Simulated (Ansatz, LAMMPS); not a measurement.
# Cd in place of Zn at several sites of glassy 59SiO2-41ZnO (mol %) (140 atoms), part 2 of 3

At which site of glassy 59SiO2-41ZnO (mol %) (140 atoms) does Cd in place of Zn cost least, and what about the site decides it?

Ansatz 0.2.0; Kohn-Sham DFT, PBEsol, PAW (set soft_2), plane waves.

The cell: 32 Si, 22 Zn and 86 O. The quench rate of 50 K/ps far exceeds what a furnace or splat quench reaches. The network of bonds at the start is that of the classical potential that made the cell. Only the Γ point is sampled, in a cell whose shortest periodic width is 12 Å.

So far. Step 2 (Single point at the start): The r.m.s. force at the start is 0.90 eV/Å. Step 3 (Relaxation): The relaxation converged after 18 steps, 6.03 eV below its start, with a largest force component of 0.017 eV/Å.

## (4) Single point at the relaxed geometry

The electronic structure is read at the final geometry, in a run of its own.

File input.yaml:

```yaml
crystal:
  lattice:
    - [12.24528, 0.0, 0.0]
    - [0.0, 12.24528, 0.0]
    - [0.0, 0.0, 12.24528]
  atoms:
    - { symbol: Si, position: [0.08867, 0.02519, 0.67876] }
    - { symbol: Si, position: [0.77412, 0.69351, 0.03577] }
    - { symbol: Si, position: [0.6776, 0.27674, 0.70674] }
    - { symbol: Si, position: [0.2189, 0.07732, 0.89399] }
    - { symbol: Si, position: [0.38796, 0.59292, 0.94545] }
    - { symbol: Si, position: [0.83845, 0.12357, 0.93173] }
    [... 128 atom lines left out ...]
    - { symbol: O, position: [0.73413, 0.31657, 0.43486] }
    - { symbol: O, position: [0.02755, 0.8215, 0.24471] }
    - { symbol: O, position: [0.63369, 0.86856, 0.41473] }
    - { symbol: O, position: [0.38943, 0.94433, 0.283] }
    - { symbol: O, position: [0.00532, 0.86889, 0.03532] }
    - { symbol: O, position: [0.39215, 0.48243, 0.61263] }
kpoints:
  mp_grid: { grid: [1, 1, 1] }
hamiltonian:
  xc: pbesol
scf:
  occupations: { method: fermi_dirac, width: 0.025 }
output:
  forces: true
  stress: true
  populations: true
  dos:
    method: { smearing: { sigma: 0.1 } }
    de: 0.1
    projected: { site_lists: { O: [O], Si: [Si], Zn: [Zn] } }
  eigenvalues: true
  write_density: true
  write_potential: true
  volumetric_format: npy
```

Started as:

```console
$ ansatz run input.yaml --threads 4 --pin off --max-ram 8192MiB --backend cpu --events-out ev --progress --plain --runs-dir out
```

Numbers of over 12 decimals in the logs are rounded to 6 here.

Log:

```text
[...]
Crystal: 140 atoms, lattice volume = 1836.142 Å³
Basis set: ecut = 420 eV, 35825 PW (Γ), exchange–correlation on 180×180×180 points (8 copies of the dense FFT grid, shifted against one another)
Bands: 594, of which v1, the nominal top of the filled ones, is band 454 counted from 1 (453 counted from 0)
Symmetry: 1 space group operations
[...]
k-points: 1
[...]
SCF iter   1: F=—  HF=-140405.905935 eV  |F-HF|=—  |Δ(HF+E_count)|=         —  Δρ=1.26e-2  dr2=2.34e0  ethr=1.77e-3  ⟨swp⟩=5.0  Hψ=2399  notcnv=0  defer=126
[...]
SCF iter  11: F=-140405.246175 eV  HF=-140405.246175 eV  |F-HF|=3.25e-8  |Δ(HF+E_count)|=   7.67e-8  Δρ=1.62e-6  dr2=4.98e-8  ethr=1.10e-11  ⟨swp⟩=10.0  Hψ=3527  notcnv=0
SCF 1 converged in 11 iterations: F = -140405.246175 eV  dr2 = 4.98e-8
[...]
SCF converged after 11 iterations
Free energy (F): -140405.246175 eV
[...]
Internal energy: -140405.246175 eV  (E = F + TS)
E sigma→0 (E₀):  -140405.246175 eV
Fermi energy:    5.226737 eV
[...]
--- Forces (eV/Å), atoms counted from 1 ---
  atom   1  Si    -0.00005692     0.00430958    -0.00150269
  atom   2  Si     0.00430294    -0.00373043     0.00290619
  atom   3  Si     0.00058241     0.00064981     0.00487316
  atom   4  Si    -0.00062584     0.00110164    -0.00475062
  atom   5  Si    -0.00338014     0.00216791     0.00202170
  atom   6  Si     0.00084141     0.00299264    -0.00296773
  atom   7  Si    -0.00342361    -0.00165662     0.00249343
  atom   8  Si    -0.00262105     0.00861949    -0.00060457
  atom   9  Si    -0.00322382     0.00192694     0.00512834
  atom  10  Si     0.00968781     0.00023770     0.00116256
  atom  11  Si    -0.00527328     0.00239036    -0.00041603
  atom  12  Si    -0.00382062     0.01287704    -0.00108232
  atom  13  Si     0.00001006     0.00446593     0.00111125
  atom  14  Si     0.00639629     0.00043428    -0.00631267
[...]
atom 139  O     -0.00124603    -0.00332252     0.00465968
  atom 140  O     -0.00006107    -0.00240359    -0.00381912
  max |Σ_I F_I| component: 3.24e-5 eV/Å
--- Stress (GPa, compression-positive) ---
       -0.899131      -0.545415      -0.140151
       -0.545415      -0.803035      -1.105064
       -0.140150      -1.105064      -0.943509
  P = ⅓ Tr σ = -0.8819 GPa (-8.819 kbar)
--- Band table (eV) ---
[...]
--- Löwdin populations: 140 sites ---
  site symbol       q [e]
     0     Si      2.2766
     1     Si      2.3245
     2     Si      2.2937
[...]
139      O      6.9699
  spilling = 0.011468 (of n_electrons = 908.000000)
```

Run time: 62 s. Hardware: 4 threads of Arm Neoverse V2, shared host; peak memory 3 GiB; 4 min of CPU time.

Read from the output:

```yaml
free_energy: -140405.2462 eV
free_energy_per_atom: -1002.8946 eV/atom
scf_cycles: 11
pressure: -0.8819 GPa
r_m_s_force_component: 0.0037 eV/Å
longest_force: 0.01788 eV/Å
fermi_energy: 5.227 eV
spacing_of_highest_filled_and_lowest_empty_level: 2.963 eV
spilling_of_the_projection: 0.01147
```

Löwdin charges by element and coordination (they lack the spilled electrons, 0.074 e an atom on average):

```csv
element,coordination,atoms,mean charge (e),spread,least,most
O,all,86,-0.886,0.102,-1.17,-0.767
O,2,47,-0.819,0.0709,-0.980,-0.767
O,3,38,-0.962,0.0618,-1.02,-0.815
O,4,1,-1.17,0,-1.17,-1.17
Si,all,32,1.68,0.0448,1.55,1.75
Zn,all,22,1.49,0.0152,1.46,1.51
Zn,3,4,1.48,0.0077,1.47,1.49
Zn,4,18,1.49,0.0161,1.46,1.51
```

Density of states as counts of states in windows of 1 eV (from the Fermi level), total and the larger projections:

```
from (eV)  to (eV)  total   O p  Zn d  Si p
      -14      -12    0.0   0.0   0.0   0.0
      -12      -11    2.4   1.6   0.0   0.1
      -11      -10   14.7   9.7   0.2   0.7
      -10       -9   18.4  12.3   0.5   1.3
       -9       -8   28.5  19.1   2.2   3.1
       -8       -7   79.9  45.6  21.9   8.1
       -7       -6  138.1  42.1  88.3   4.2
       -6       -5  115.6  43.0  62.7   3.8
       -5       -4   99.9  70.7  18.9   4.1
       -4       -3  103.6  85.2  11.3   2.5
       -3       -2   98.7  84.6   9.5   1.5
       -2       -1   36.2  32.2   2.7   0.4
       -1        1    0.0   0.0   0.0   0.0
        1        2    2.0   0.1   0.0   0.0
        2        3    5.5   0.9   0.1   0.3
        3        4   13.0   1.9   0.1   1.0
        4        5   23.6   3.1   0.1   2.7
```

Between -22 and -14 eV lie 172 more states.

The levels nearest the highest filled one (over half full), pooled over k-points and spins:

| level less the highest filled one (eV) | occupation |
| --- | --- |
| -0.194 | 2 |
| -0.165 | 2 |
| -0.126 | 2 |
| -0.113 | 2 |
| -0.0421 | 2 |
| 0 | 2 |
| 2.96 | 0 |
| 4.11 | 0 |
| 4.23 | 0 |
| 4.42 | 0 |
| 4.53 | 0 |
| 4.70 | 0 |

Valence density in the bc plane at fractional x = 0.388, with atoms of Si and Zn and O within 0.2 Å of it. It is the smooth field of the valence electrons, not physical close to the nuclei.

Ten steps, logarithmic in the rise over the least value, from '0' (0 e/Å³) to '9' (21 e/Å³), each cell a mean:
```
1100000110000000011111223310000001
3310000000000000122111356641000013
4320000000000002455322357752000123
2210000011110013676421134432112222
1111101234421002465310112212345421
1122111356531000122111222212467531
0111111244421000011112455322355421
0001122222100012332113576410111100
0001344311000135664112344200000000
2113576420000136764100111000000112
4312466421011123442100000000001234
3211233212233222221100000000012333
1100111123576421234421000000001221
0001221113576421256752000000000000
0012321101233211246652100000000000
2112221000000000023321123210001333
3211110000000000001111256642114676
4211210000000000111111257753124676
2123321000000001122110134432113343
0123432100000001222100001111111110
0012322221100001111000000011221000
0001125863111100000000000001111000
0000137984211000001111000000000000
0000013542100000001121100000000000
```
Columns run along b (12.2 Å), rows up along c (12.2 Å). Atoms in or near the plane, at fractional coordinates: Si at (0.59, 0.95), Si at (0.84, 0.20), Si at (0.08, 0.29), Zn at (0.22, 0.06), O at (0.72, 0.28), O at (0.55, 0.41), O at (0.72, 0.90), O at (0.16, 0.58), O at (0.51, 0.84), O at (0.34, 0.45), O at (0.94, 0.28), O at (0.48, 0.61).

Electrostatic potential energy in the bc plane at fractional x = 0.388, with atoms of Si and Zn and O within 0.2 Å of it. With pseudopotentials it is smooth inside the atoms' cores, unlike the true potential.

Ten even steps from '0' (-42 eV) to '9' (11 eV), each cell a mean:
```
9999998889999999974000578899999999
7899999999999999973000441269999988
5789999999999999744434730048999875
3689999999999998201588875467888752
5789999985699999634899986313655664
8899887741289999998899986313510378
9999863245799999998888634667744699
9999863357999999888888312799999999
8999755678999984127999767999999998
6788300589999983016999999999999986
3588522688999876568999999999999864
5689977778877742478999999999999875
8899987667301542366799999999999998
9999988777301677741149999999999999
9888889999878999951148999999999999
8534689999999999998777888899999878
5100278999999999999877741268887202
5100278999999999999888830035345102
8655689999999998888999986650003668
9987679999999988778999999851003799
9999887678999988788999999986557899
9999863125899999889999999999999999
9999852014899999999989999999999999
9999974346899999987656889999999999
```
Columns run along b (12.2 Å; values clipped at the 3rd and 97th percentile), rows up along c (12.2 Å). Atoms in or near the plane, at fractional coordinates: Si at (0.59, 0.95), Si at (0.84, 0.20), Si at (0.08, 0.29), Zn at (0.22, 0.06), O at (0.72, 0.28), O at (0.55, 0.41), O at (0.72, 0.90), O at (0.16, 0.58), O at (0.51, 0.84), O at (0.34, 0.45), O at (0.94, 0.28), O at (0.48, 0.61).

Filled and empty levels are parted by 2.96 eV (at Γ alone); a semilocal functional tends to put such gaps too low. In a disordered cell it changes from sample to sample, and tail or defect levels can set it. Mean Löwdin charges: O -0.89, Si +1.68, Zn +1.49 e (they miss 1.1 % of the electrons, so they add up to more than the cell's charge).

(Continued in part 3 of 3.)

[Logs are printed without paths, hosts, clocks, repeated set-up lines and the standing remarks that a program may print on its own settings, such as how far it seeks lower states.]

[Hosts, paths, dates, database ids (printed as entryN), source tags and the programs' standing remarks are cut or masked in the printed files.]
